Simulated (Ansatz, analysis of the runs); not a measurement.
# A defect in a wire: Au wire along [110], 2 atoms a period, divacancy of Au and Au, part 2 of 2

Wanted: the relaxed defect and the transmission past it, beside the channels of the perfect wire.

Ansatz 0.2.0; DFT PBE, plane waves, PAW; relaxation of a wire's period (the session's first sound run).

So far. Step 3 (The perfect wire): At the computed energy nearest the Fermi level there are 2 channels a spin. Step 4 (Relaxation of the scattering region): The largest force component on a free atom ends at 0.055 eV/Å, under the limit of 0.07. 

## Step 5: Transmission between the leads (continued)

Electrostatic potential energy in the ca plane at fractional y = 0.406, with atoms of Au within 0.2 Å of it. With pseudopotentials it is smooth inside the atoms' cores, unlike the true potential.

Ten even steps from '0' (-49 eV) to '9' (4 eV), each cell a mean:
```
99999999999999999999999999999999999999999999
99999999999999999999999999999999999999999999
99999999999999999999999999999999999999999999
99999999999999999999999999999999999999999999
99999999999999999999999999999999999999999999
99999999999999999999999999999999999999999999
99999999999999999999999999999999999999999999
99999999999999999999999999999999999999999999
99999999999999999999999999999999999999999999
99999999999999999999999999999999999999999999
99999999999999999999999999999999999999999999
66899999999998778999877789998778999877899987
11489999999985213798631268973125898421479852
00169999999972000488300027840001786100158720
00169999999971000387200027840001685000058610
00379999999983001588400048851003787200268730
56799999999997435899854579986447998644689974
88999999999999888999988899999889999988999998
99999999999999999999999999999999999999999999
99999999999999999999999999999999999999999999
99999999999999999999999999999999999999999999
99999999999999999999999999999999999999999999
99999999999999999999999999999999999999999999
99999999999999999999999999999999999999999999
```
Columns run along c (16.0 Å, from fractional 0.33 to 1.00 of the cell; values clipped at the 3rd and 97th percentile), rows up along a (8.9 Å). Atoms in or near the plane, at fractional coordinates: Au at (0.33, 0.40), Au at (0.56, 0.39), Au at (0.67, 0.39), Au at (0.78, 0.39), Au at (0.89, 0.39).

The transmission at the computed energy nearest the Fermi level is 0.127, with 2 channels a spin open in the lead. At its weakest place the cell's atoms lie 4.63 Å apart, against 2.66 Å in the perfect wire: the wire is cut there, and this is tunnelling through vacuum. The lead's Hamiltonian steps by 41.5 meV, which the program calls too much for a lead.

## Step 6: Conductance and thermopower from T(E)

This step: Landauer integrals over the computed T(E), interpolated linearly between its energies (analysis of the runs above).

Conductance and thermopower are moments of T(E) over the thermal window; sliding the window along E stands for a gate that leaves T(E) rigid.

Numbers from this step:

```yaml
conductance_at_300_k_interpolated_from_t_e: 0.1268 G₀
thermopower_at_300_k: -4.537 μV/K
lorenz_number_over_l0: 0.9974
```

T(E) held rigid; rough near sharp steps of T(E). Table of conductance at 300 K by shift of the leads' level:

| shift of the leads' level (eV) | conductance at 300 K (G₀) |
| --- | --- |
| -1.150 | 0.0276 |
| -1.050 | 0.0316 |
| -1.000 | 0.0352 |
| -0.900 | 0.0422 |
| -0.850 | 0.0455 |
| -0.750 | 0.0532 |
| -0.650 | 0.0656 |
| -0.600 | 0.0718 |
| -0.500 | 0.0816 |
| -0.450 | 0.0861 |
| -0.350 | 0.0957 |
| -0.300 | 0.101 |
| -0.200 | 0.110 |
| -0.100 | 0.119 |
| -0.050 | 0.123 |
| 0.050 | 0.131 |
| 0.100 | 0.134 |
| 0.200 | 0.142 |
| 0.300 | 0.149 |
| 0.350 | 0.153 |
| 0.450 | 0.160 |
| 0.500 | 0.163 |
| 0.600 | 0.170 |
| 0.650 | 0.173 |
| 0.750 | 0.180 |
| 0.850 | 0.187 |
| 0.900 | 0.191 |
| 1.000 | 0.199 |
| 1.050 | 0.203 |
| 1.150 | 0.213 |

T(E) held rigid; rough near sharp steps of T(E). Thermopower at 300 K against shift of the leads' level:

shift of the leads' level (eV), thermopower at 300 K (μV/K) and a bar from the least value:
```
   -1.150        5.2 ##############################
   -1.050      -15.6 
   -0.950      -13.1 ####
   -0.800      -11.4 ######
   -0.700      -15.4 
   -0.600      -11.7 ######
   -0.500       -8.1 ###########
   -0.400       -7.7 ###########
   -0.250       -6.5 #############
   -0.150       -5.6 ##############
   -0.050       -4.8 ################
    0.050       -4.3 ################
    0.150       -4.0 #################
    0.250       -3.7 #################
    0.400       -3.3 ##################
    0.500       -3.0 ##################
    0.600       -2.9 ##################
    0.700       -2.8 ##################
    0.800       -2.9 ##################
    0.950       -3.0 ##################
    1.050       -3.2 ##################
    1.150       -3.3 ##################
```

The two levels move by half the bias each and T(E) is held rigid. Current from the zero-bias T(E) against bias:

| bias (V) | current from the zero-bias T(E) (μA) |
| --- | --- |
| 0.000 | 0 |
| 0.100 | 0.982 |
| 0.200 | 1.96 |
| 0.300 | 2.94 |
| 0.400 | 3.92 |
| 0.500 | 4.89 |
| 0.600 | 5.86 |
| 0.700 | 6.83 |
| 0.800 | 7.79 |
| 0.900 | 8.75 |
| 1.000 | 9.70 |
| 1.100 | 10.6 |
| 1.200 | 11.6 |
| 1.300 | 12.5 |
| 1.400 | 13.4 |
| 1.500 | 14.3 |
| 1.600 | 15.2 |
| 1.700 | 16.1 |
| 1.800 | 17.0 |
| 1.900 | 18.0 |
| 2.000 | 18.9 |

By hand, Mott's formula: S = −(π²k²T/3e) d ln T/dE, and π²k²T/3e = 7.33 μV/K × eV at 300 K. The computed T is 0.123 at -0.050 eV and 0.131 at +0.050 eV, so d ln T/dE ≈ 0.616 per eV and S ≈ -4.52 μV/K, against -4.54 from the integrals.

The thermopower is -4.54 μV/K. The Lorenz ratio is 1.00, where the Wiedemann-Franz law gives 1. Moving the level by up to 0.1 eV either way gives -5.2 to -4.1 μV/K.

## Step 7: The perfect wire

This step: DFT PBE, plane waves, PAW; channels and complex bands of a perfect wire; changed: scf.occupations.method = "methfessel_paxton", scf.occupations.width = 0.3, accuracy = "high" (Ansatz 0.2.0).

System of this step: Au wire along [110], 2 atoms a period. The cell holds 2 atoms: 2 Au. Cell: a = 8.880 Å, b = 8.271 Å, c = 2.657 Å, α = 90.0°, β = 90.0°, γ = 90.0°. Vacuum lies along a and b. The structure's axis is c.

The atoms of the run on the perfect lead are kept and the input is varied, to see whether the result depends on it.

File input.yaml:

```yaml
crystal:
  lattice:
    - [8.88, 0.0, 0.0]
    - [0.0, 8.271, 0.0]
    - [0.0, 0.0, 2.6568893236]
  atoms:
    - { symbol: Au, position: [0.394451403, 0.409099748, 0.0] }
    - { symbol: Au, position: [0.605548597, 0.590873908, 0.5] }
kpoints:
  mp_grid: { grid: [1, 1, 31] }
scf:
  occupations: { method: methfessel_paxton, width: 0.3 }
hamiltonian:
  xc: pbe
output:
  transmission:
    e_range: [-1.5, 1.5]
    de: 0.05
    kmesh: [1, 1]
    reduced_basis: true
    leads: [[0, 0]]
basis:
  ecutwfc: "340 eV"
accuracy: high
```

Launch:

```console
$ ansatz run input.yaml --threads 8 --pin off --max-ram 16384MiB --backend cpu --events-out ev --progress --plain --runs-dir out
```

Wall time 7 s (8 threads of Arm Neoverse V2, shared host); peak memory 0.73 GiB; 33 s of CPU time.

Residual by cycle:

cycle, log10 residual and a bar from the least value:
```
        1       -2.2 #############################
        2       -1.9 ##############################
        3       -2.9 #########################
        4       -4.5 ##################
        5       -5.6 ############
        6       -6.4 #########
        7       -8.2
```

The run finished with changed settings (scf.occupations.method = "methfessel_paxton", scf.occupations.width = 0.3 and accuracy = "high"); it serves as a test.

Side by side:

| quantity | this run | sound run | difference |
| --- | --- | --- | --- |
| energy at zero smearing (eV) | -26296.75 | -26296.75 | 4.6e-4 |

## Step 8: Results

| Quantity | Value |
| --- | --- |
| conductance, divacancy of Au and Au | 0.127 G₀ |
| thermopower, divacancy of Au and Au | -4.54 μV/K |

What this shows: Summed over the computed window, 5 % of the lead's open channels pass the defect; the conductance at 300 K is 0.127 G₀. The energy step of 0.05 eV was too wide for the program's own thermal average, so the values at 300 K come from a linear interpolation of T(E) and are rough where T(E) is steep. Transport is coherent and elastic here: the atoms are frozen, so scattering by vibrations plays no part. With divacancy of Au and Au the wire is cut, so that conductance is tunnelling through vacuum and no measure of the defect's scattering. Spin-orbit coupling is left out, which matters for the bands of heavy atoms. In 1 run the program finds the step of the lead's Hamiltonian too large, so longer leads may change the transmission. A cutoff under the files' recommended one was taken to save time; its effect on T(E) was not tested here.

[Logs are printed without paths, hosts, clocks, repeated set-up lines and the standing remarks that a program may print on its own settings, such as how far it seeks lower states.]

[Hosts, paths, dates, database ids (printed as entryN), source tags and the programs' standing remarks are cut or masked in the printed files.]
